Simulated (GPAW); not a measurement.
**Optical response of CsBa3**

Aim: the dielectric function of CsBa3, and the optical constants that follow from it.

Main program and level: GPAW 26.7.0; DFT, RPBE, plane-wave PAW (GPAW data sets), scalar-relativistic, RPA, optical limit.

**1. Set-up**

The structure is tetragonal, space group I4/mmm (No. 139). The conventional cell has a = 6.493 Å, b = 6.493 Å, c = 13.607 Å, α = 90.00°, β = 90.00°, γ = 90.00°. Nearest to Ba lie 4 Cs at 4.59 Å and 8 Ba at 4.70 Å. Nearest to Ba lie 8 Ba at 4.59 to 4.70 Å and 4 Cs at 4.70 Å. Cs has 12 Ba at 4.59 to 4.70 Å nearest. Farther neighbours are not listed.

**2. Ground state**

First the ground state: is it a metal or has it a gap?

This step: DFT, RPBE, plane-wave PAW (GPAW data sets), scalar-relativistic, ground state (GPAW 26.7.0).

Input file gs.py:

```python
from ase import Atoms
from ase.dft.bandgap import bandgap
from gpaw import GPAW, PW, FermiDirac

atoms = Atoms(['Ba', 'Ba', 'Ba', 'Cs'],
              cell=[[-3.24647100, 3.24647100, 6.80338300],
                    [3.24647100, -3.24647100, 6.80338300],
                    [3.24647100, 3.24647100, -6.80338300]],
              scaled_positions=[[0.50000000, 0.50000000, 0.00000000],
                                [0.25000000, 0.75000000, 0.50000000],
                                [0.75000000, 0.25000000, 0.50000000],
                                [0.00000000, 0.00000000, 0.00000000]],
              pbc=[True, True, True])
atoms.calc = GPAW(mode=PW(450), xc='RPBE', kpts={'size': (5, 5, 5), 'gamma': True},
                  occupations=FermiDirac(0.05), maxiter=150, txt='gs.txt')
print('energy (eV)', atoms.get_potential_energy())
print('Fermi level (eV)', atoms.calc.get_fermi_level())
print('valence electrons', atoms.calc.get_number_of_electrons())
print('gap (eV)', bandgap(atoms.calc, output=None)[0])
print('direct gap (eV)', bandgap(atoms.calc, direct=True, output=None)[0])
atoms.calc.write('gs.gpw')
```

Started as:

```sh
$ OMP_NUM_THREADS=1 python gs.py
```

Numbers of over 12 decimals in the logs are rounded to 6 here.

What it wrote:

```text
__  _  _
 | _ |_)|_||  |
 |__||  | ||/\| - 26.7.0

Versions:
  Python: 3.12.14
  ASE:    3.29.0
  Numpy:  2.5.5
  Scipy:  1.18.1
  Libxc:  7.0.0

Input parameters:
  mode=PW(ecut=450.000000),
  kpts=MonkhorstPack(size=(5, 5, 5), gamma=True),
  maxiter=150,
  occupations=Occupations(name='fermi-dirac', width=0.05, fixmagmom=False),
  xc=XC(name='RPBE')

Diagonalizing LCAO Hamiltonian
Converting LCAO to pw mode

       Ba

         Ba
               Ba

       Cs

Atoms  # Å, Bohr magnetons
|   | symbol |         x |        y |        z |    initial magnetic moments |
| 0 |     Ba |  0.000000 | 0.000000 | 6.803383 | ( 0.0000,  0.0000,  0.0000) |
| 1 |     Ba |  3.246471 | 0.000000 | 3.401692 | ( 0.0000,  0.0000,  0.0000) |
| 2 |     Ba | -0.000000 | 3.246471 | 3.401692 | ( 0.0000,  0.0000,  0.0000) |
| 3 |     Cs |  0.000000 | 0.000000 | 0.000000 | ( 0.0000,  0.0000,  0.0000) |

Unit cell  # Å
| periodic |         x |         y |         z |  lengths |     angles |
|      yes | -3.246471 |  3.246471 |  6.803383 | 8.207629 | 133.400298 |
|      yes |  3.246471 | -3.246471 |  6.803383 | 8.207629 | 133.400298 |
|      yes |  3.246471 |  3.246471 | -6.803383 | 8.207629 |  68.026200 |

Number of symmetries: 16
Symmetry operations  # r_c * U_cc + t_c -> r_c
|    | kind |            matrix            |
|  0 |  σ   |  1, 1, 1,  0, 0,-1,  0,-1, 0 |
|  1 |  C4  |  1, 1, 1,  0, 0,-1, -1, 0, 0 |
|  2 |  E   |  1, 0, 0,  0, 1, 0,  0, 0, 1 |
|  3 |  σ   |  1, 0, 0,  0, 1, 0, -1,-1,-1 |
|  4 |  σ   |  0, 1, 0,  1, 0, 0,  0, 0, 1 |
|  5 |  C2  |  0, 1, 0,  1, 0, 0, -1,-1,-1 |
|  6 |  C2  |  0, 0, 1, -1,-1,-1,  1, 0, 0 |
|  7 |  S4  |  0, 0, 1, -1,-1,-1,  0, 1, 0 |
|  8 |  C4  |  0, 0,-1,  1, 1, 1,  0,-1, 0 |
|  9 |  σ   |  0, 0,-1,  1, 1, 1, -1, 0, 0 |
| 10 |  σ   |  0,-1, 0, -1, 0, 0,  1, 1, 1 |
| 11 |  C2  |  0,-1, 0, -1, 0, 0,  0, 0,-1 |
| 12 |  C2  | -1, 0, 0,  0,-1, 0,  1, 1, 1 |
| 13 |  i   | -1, 0, 0,  0,-1, 0,  0, 0,-1 |
| 14 |  S4  | -1,-1,-1,  0, 0, 1,  1, 0, 0 |
| 15 |  C2  | -1,-1,-1,  0, 0, 1,  0, 1, 0 |

BZ-sampling:
  Number of BZ points: 125
  Number of IBZ points: 18

  Monkhorst-Pack size: [5, 5, 5]
  Monkhorst-Pack shift: [0, 0, 0]

K-points  # in reciprocal-cell coordinates
|     |                                coordinates |     weight |
|   0 | (  0.00000000,   0.00000000,   0.00000000) | 0.00800000 |
|   1 | (  0.20000000,  -0.20000000,   0.00000000) | 0.03200000 |
|   2 | (  0.20000000,  -0.20000000,   0.20000000) | 0.03200000 |
|   3 | (  0.20000000,   0.00000000,   0.00000000) | 0.06400000 |
|   4 | (  0.20000000,   0.20000000,  -0.20000000) | 0.01600000 |
|   5 | (  0.40000000,  -0.40000000,   0.00000000) | 0.03200000 |
|   6 | (  0.40000000,  -0.40000000,   0.20000000) | 0.06400000 |
|   7 | (  0.40000000,  -0.40000000,   0.40000000) | 0.03200000 |
|   8 | (  0.40000000,  -0.20000000,   0.00000000) | 0.12800000 |
|   9 | (  0.40000000,  -0.20000000,   0.20000000) | 0.06400000 |
| ... |                                            |            |
|  17 | (  0.40000000,   0.40000000,   0.40000000) | 0.06400000 |

Plane wave coefficients: 6238
Cutoff: 450.000000 eV

Spin-components: 1 (collinear spins)
Bands:           20
Projectors:      23
Spin-degeneracy: 2
Datatype:        complex128

Parallelization:
  kpt:    1
  domain: 1
  band:   1

Density:
  Valence electrons: 39.0
  Components: 1
  Grid points: [42 42 42]
  Charge: 0.0  # |e|

Potential:
  Grid points: [42 42 42]

species:
  Ba:
    name:    Barium
    id:
    Z:       56.0
    valence: 10
    core:    46
    charge:  0.0  # [|e|]
    compensation charges:
      type: gauss
      rc: 0.37  # [Å]
      lmax: 2
    cutoffs:
      filter: 2.06  # [Å]
      core: 2.33  # [Å]
    projectors
    | kind |    occ | energy [eV] | rcut [Å] |
    |   5s |  2.000 |     -33.663 |    1.164 |
    |   6s |  2.000 |      -3.183 |    1.164 |
    |   5p |  6.000 |     -18.775 |    1.164 |
    |    p |        |       0.000 |    1.164 |
    |    d |        |       0.000 |    1.164 |
    |    d |        |      27.211 |    1.164 |

    Using partial waves for Ba as LCAO basis

  Cs:
    name:    Caesium
    id:
    Z:       55.0
    valence: 9
    core:    46
    charge:  0.0  # [|e|]
    compensation charges:
      type: gauss
      rc: 0.33  # [Å]
      lmax: 2
    cutoffs:
      filter: 2.06  # [Å]
      core: 2.51  # [Å]
    projectors
    | kind |    occ | energy [eV] | rcut [Å] |
    |   5s |  2.000 |     -26.702 |    1.164 |
    |   6s |  1.000 |      -2.025 |    1.164 |
    |   5p |  6.000 |     -13.538 |    1.058 |
    |    p |        |      13.673 |    1.058 |
    |    d |        |       0.000 |    1.058 |

    Using partial waves for Cs as LCAO basis

Reference energy: -875673.045045  # eV

eigensolver:
  PPCG
  Converge bands: occupied
  niter=2

density mixing:
  MSR1-Mixer
  Pratt-step length: 0.05
  Maximum mixing coefficient: 0.75
  Old densities: 10
  SVD Regularization: 0.005
  Good broyden scale: 1.0
  Trust region scale: 1.0
  Backstep threshold: 4.0
  History deletion threshold: 6.0
  Fourier metric: weight=20.0, sigma=0.015

occupation numbers:
  Fermi-Dirac:
    width: 0.0500  # eV

poisson solver:
  ecut: 3600.000000  # eV

xc functional:
  name: RPBE with 2 nearest neighbor stencil

convergence criteria:
- Maximum [total energy] change in last 3 cyles: 0.0005 eV / valence electron
- Maximum integral of absolute [dens]ity change: 0.0001 electrons / valence electron
- Maximum integral of absolute [eigenst]ate change: 4e-08 eV^2 / valence electron
maximum number of iterations: 150

SCF iterations
|iter     |      energy | eigst |  dens |
|iter:   1||   -5.609691 | -0.04 |       |
|iter:   2||   -5.857450 | -1.33 | -1.15 |
|iter:   3||   -5.216208 | -1.66 | -1.21 |
|iter:   4||   -5.048203 | -2.36 | -1.50 |
|iter:   5||   -4.980684 | -2.55 | -1.69 |
|iter:   6||   -4.981706 | -3.37 | -2.11 |
|iter:   7||   -4.982973c| -3.87 | -2.43 |
|iter:   8||   -4.983410c| -4.27 | -3.17 |
|iter:   9||   -4.983664c| -4.48 | -3.68 |
|iter:  10||   -4.983816c| -4.67 | -4.03c|
|iter:  11||   -4.983910c| -4.74 | -4.02c|
|iter:  12||   -4.983977c| -4.92 | -3.92 |
|iter:  13||   -4.984010c| -5.15 | -4.19c|
|iter:  14||   -4.984031c| -5.34 | -4.28c|
|iter:  15||   -4.984043c| -5.50 | -4.35c|
|iter:  16||   -4.984052c| -5.64 | -4.87c|
|iter:  17||   -4.984059c| -5.77 | -4.37c|
|iter:  18||   -4.984062c| -5.93 | -5.42c|
|iter:  19||   -4.984065c| -6.05 | -4.89c|
|iter:  20||   -4.984067c| -6.28 | -5.42c|
|iter:  21||   -4.984068c| -6.35 | -5.48c|
|iter:  22||   -4.984069c| -6.55 | -5.30c|
|iter:  23||   -4.984069c| -6.65 | -5.46c|
|iter:  24||   -4.984070c| -6.77 | -5.18c|
|iter:  25||   -4.984070c| -6.95 | -5.09c|
|iter:  26||   -4.984070c| -7.10 | -5.31c|
|iter:  27||   -4.984070c| -7.11 | -5.02c|
|iter:  28||   -4.984071c| -7.30 | -4.99c|
|iter:  29||   -4.984070c| -7.55c| -5.24c|

Converged in 29 steps
SCF loop duration: 151.168 s (5.213 s/step)
Energy contributions relative to reference atoms: (reference = -875673.045045)

Energy contributions:
  Kinetic:           4.622304
  Coulomb:           1.569437
  Zero:             -0.210281
  External:          0.000000
  Xc:              -10.943992
  Entropy:          -0.043076
  Spinorbit:         0.000000
  ----------------------------
  Free energy:      -5.005608
  Extrapolated:     -4.984070

dipole moment: (-37.985044, -37.985044, 2.932841)  # |e|*Ang

Fermi level: 4.359
Eigenvalues  # (at kpt = [0.000, 0.000, 0.000])
| band index |      eig [eV] | occ [0-2] |
|          0 |       -24.994 |     2.000 |
|        ... |               |           |
|         11 |       -10.081 |     2.000 |
|         12 |       -10.078 |     2.000 |
|         13 |        -5.508 |     2.000 |
|         14 |        -5.507 |     2.000 |
|         15 |        -5.507 |     2.000 |
|         16 |         1.801 |     2.000 |
|         17 |         3.734 |     2.000 |
|         18 |         4.223 |     1.876 |
|         19 |         5.070 |     0.000 |

No gap
No difference between direct/indirect transitions

--- standard output ---
energy (eV) -4.984070
Fermi level (eV) 4.359216
valence electrons 39.0
gap (eV) 0.0
direct gap (eV) 0.0
```

The job ended after 2.6 min (1 thread of Arm Neoverse V1, shared host; peak memory 0.29 GiB).

This step gave:

```
energy       : -4.984 eV
Fermi energy : 4.359 eV
electrons    : 39
```

There are states at the Fermi level within the smearing, so the occupations stay smeared and the carriers get a Drude term.

**3. Bands for the response**

The response needs many more empty bands than the density does.

This step: DFT, RPBE, plane-wave PAW (GPAW data sets), scalar-relativistic, bands at fixed density (GPAW 26.7.0).

Input file nscf.py:

```python
from ase.dft.bandgap import bandgap
from gpaw import GPAW, FermiDirac

calc = GPAW('gs.gpw').fixed_density(kpts={'size': (8, 8, 8), 'gamma': True}, nbands=46, convergence={'bands': 40},
                                    occupations=FermiDirac(0.05), txt='nscf.txt')
print('gap (eV)', bandgap(calc, output=None)[0])
print('direct gap (eV)', bandgap(calc, direct=True, output=None)[0])
calc.write('full.gpw', mode='all')
```

Started as:

```sh
$ OMP_NUM_THREADS=1 python nscf.py
```

What it wrote:

```text
Diagonalizing LCAO Hamiltonian
Converting LCAO to pw mode
convergence criteria:
- Maximum integral of absolute [eigenst]ate change: 4e-08 eV^2 / valence electron
maximum number of iterations: 150

SCF iterations
|iter     |      energy | eigst |  dens |
|iter:   1||             | +2.95 |       |
|iter:   2||             | +1.55 |       |
|iter:   3||             | +0.68 |       |
|iter:   4||             | -0.17 |       |
|iter:   5||             | -0.99 |       |
|iter:   6||             | -1.79 |       |
|iter:   7||             | -2.60 |       |
|iter:   8||             | -3.33 |       |
|iter:   9||             | -4.10 |       |
|iter:  10||             | -4.80 |       |
|iter:  11||             | -5.54 |       |
|iter:  12||             | -6.21 |       |
|iter:  13||             | -6.89 |       |
|iter:  14||             | -7.28 |       |
|iter:  15||             | -7.84c|       |
SCF steps: 15
  __  _  _
 | _ |_)|_||  |
 |__||  | ||/\| - 26.7.0

Versions:
  Python: 3.12.14
  ASE:    3.29.0
  Numpy:  2.5.5
  Scipy:  1.18.1
  Libxc:  7.0.0

Input parameters:
  mode=PW(ecut=450.000000),
  convergence={'bands': 40},
  gpts=array([42, 42, 42]),
  kpts=MonkhorstPack(size=(8, 8, 8), gamma=True),
  maxiter=150,
  nbands=46,
  occupations=Occupations(name='fermi-dirac', width=0.05, fixmagmom=False),
  parallel={},
  xc=XC(name='RPBE')

--- standard output ---
gap (eV) 0.0
direct gap (eV) 0.0
```

Wall time 11 min (1 thread); peak memory 0.6 GiB.

(Part 1 of 2 ends here.)

[Machine, clock and banner lines and Python warnings are left out of the logs.]

[Logs are printed without paths, hosts, clocks, repeated set-up lines and the standing remarks that a program may print on its own settings, such as how far it seeks lower states.]

[Hosts, paths, dates, database ids (printed as entryN), source tags and the programs' standing remarks are cut or masked in the printed files.]
